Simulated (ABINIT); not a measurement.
Planning a run of ABINIT 10.8.3 on CO2 (Cmce). The input:

```
acell 3*1.0 Angstrom
rprim 
  2.635911230000 -2.387378120000 0.000000000000
  2.635911230000 2.387378120000 0.000000000000
  0.000000000000 0.000000000000 6.587174910000
ntypat 2
znucl 6 8
natom 6
typat 1 1 2 2 2 2
xred 
  0.000000000000 0.000000000000 0.000000000000
  0.500000000000 0.500000000000 0.500000000000
  0.806508570000 0.193491430000 0.891843390000
  0.193491430000 0.806508570000 0.108156610000
  0.693491430000 0.306508570000 0.391843390000
  0.306508570000 0.693491430000 0.608156610000
pp_dirpath "pseudos"
pseudos "C.upf, O.upf"
ecut 37
ngkpt 4 4 2
nshiftk 1
shiftk 0 0 0
kptopt 1
chksymbreak 0
istwfk *1
occopt 1
irdwfk 1
optdriver 4
nband 92
gwcalctyp 10
ecutsigx 37
symsigma 1
nkptgw 14
kptgw 
  0.0000000000 0.0000000000 0.0000000000
  0.2500000000 0.0000000000 0.0000000000
  0.5000000000 0.0000000000 0.0000000000
  0.2500000000 0.2500000000 0.0000000000
  0.5000000000 0.2500000000 0.0000000000
  -0.2500000000 0.2500000000 0.0000000000
  0.5000000000 0.5000000000 0.0000000000
  0.0000000000 0.0000000000 0.5000000000
  0.2500000000 0.0000000000 0.5000000000
  0.5000000000 0.0000000000 0.5000000000
  0.2500000000 0.2500000000 0.5000000000
  0.5000000000 0.2500000000 0.5000000000
  -0.2500000000 0.2500000000 0.5000000000
  0.5000000000 0.5000000000 0.5000000000
bdgw 
  5 22
  5 22
  5 22
  5 22
  5 22
  5 22
  5 22
  5 22
  5 22
  5 22
  5 22
  5 22
  5 22
  5 22
ecuteps 4.8
irdscr 1
ppmodel 1
irdqps 1
indata_prefix "in"
outdata_prefix "out"
tmpdata_prefix "tmp"
```

```sh
OMP_NUM_THREADS=1 mpirun -n 8 abinit run.abi > log
```

**Question.** How long will it take on 8 MPI ranks of Arm Neoverse V2, shared host, and how much memory?

It took 4.1 min; on shared hardware allow 2 min to 8.2 min. Peak host memory was 5.4 GiB.

[Paths, hosts, dates, memory and timing lines, banners, echoed tables and standing remarks are left out of the program output.]

[Logs are printed without paths, hosts, clocks, repeated set-up lines and the standing remarks that a program may print on its own settings, such as how far it seeks lower states.]

[Runs of the session that timed out or met a known fault of the program may be left out.]

[Hosts, paths, dates, database ids (printed as entryN), source tags and the programs' standing remarks are cut or masked in the printed files.]

[G0W0 gaps are taken among the corrected bands and points alone; a level outside them can change the order at an edge.]

[Where Ansatz stands beside ABINIT at settings called matched, ABINIT's density can come from a denser mesh and the files from another edition; pairs whose starting gaps differed by over 0.03 eV were left out, so agreement reads better than it is.]
